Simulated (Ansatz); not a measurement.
In doubt: masses and optical values from hybrid runs of this build are listed as unsure (in some of the runs), which bears on the screening that GW takes from such a start.

Consider La2O3 (P-3m1).

The structure is trigonal, space group P-3m1 (No. 164). The conventional cell has a = 3.931 Å, b = 3.931 Å, c = 6.112 Å, α = 90.00°, β = 90.00°, γ = 120.00°. La has 7 O at 2.36 to 2.72 Å nearest. O has 4 La at 2.36 to 2.44 Å nearest. O has 6 La at 2.72 Å nearest. Farther neighbours and most contacts between anions are not listed.

```yaml
crystal:
  lattice:
    - [3.93078, 0.00000, 0.00000]
    - [-1.96539, 3.40415, 0.00000]
    - [0.00000, 0.00000, 6.11195]
  atoms:
    - { symbol: La, position: [0.66667, 0.33333, 0.75376] }
    - { symbol: La, position: [0.33333, 0.66667, 0.24624] }
    - { symbol: O, position: [0.66667, 0.33333, 0.35411] }
    - { symbol: O, position: [0.33333, 0.66667, 0.64589] }
    - { symbol: O, position: [0.00000, 0.00000, 0.00000] }
```

The cell and positions are those that the Materials Project relaxed with its own functionals (PBE, PBE+U or r2SCAN), kept fixed. Spin-orbit coupling is left out unless a run names it. PAW set soft_2, made with PBE.

Gaps computed with Ansatz 0.2.0 without a self-energy: HSE06 5.29 eV, r2SCAN 4.22 eV and PBE0 6.03 eV.

Estimate the G0W0@HSE06 gap with 6×6×2 mesh, 525 empty bands, screening to 200 eV, default PAW files.

About 5.77 eV: on its mesh the run moves the gap from 5.29 eV by +0.48 eV. Among the scalar-relativistic levels given, PBE0 is nearest (+0.26 eV). Bands and cutoff are finite, so the gap is not at the basis limit. The miss can reach some tenths of an eV and take either sign; the mesh is an error of its own. The 6×6×2 mesh is coarse for this cell (its supercell is 12 Å along the shortest edge). The RPA ε∞ on it, from the HSE06 start, is 3.64 and 3.70; such meshes misread the long-range screening, most where the gap is narrow. Empty 4f levels lie among the conduction bands. Their place in the start is unsure; it enters the screening, and the edge itself where they lie low. The many-body steps are scalar-relativistic: spin-orbit coupling is not in them.

[Paths, hosts, dates, memory and timing lines, banners, echoed tables and standing remarks are left out of the program output.]

[Logs are printed without paths, hosts, clocks, repeated set-up lines and the standing remarks that a program may print on its own settings, such as how far it seeks lower states.]

[Runs of the session that timed out or met a known fault of the program may be left out.]

[Cells called generated may have been cut or substituted from an entry of the Crystallography Open Database or the Materials Project.]

[Hosts, paths, dates, database ids (printed as entryN), source tags and the programs' standing remarks are cut or masked in the printed files.]
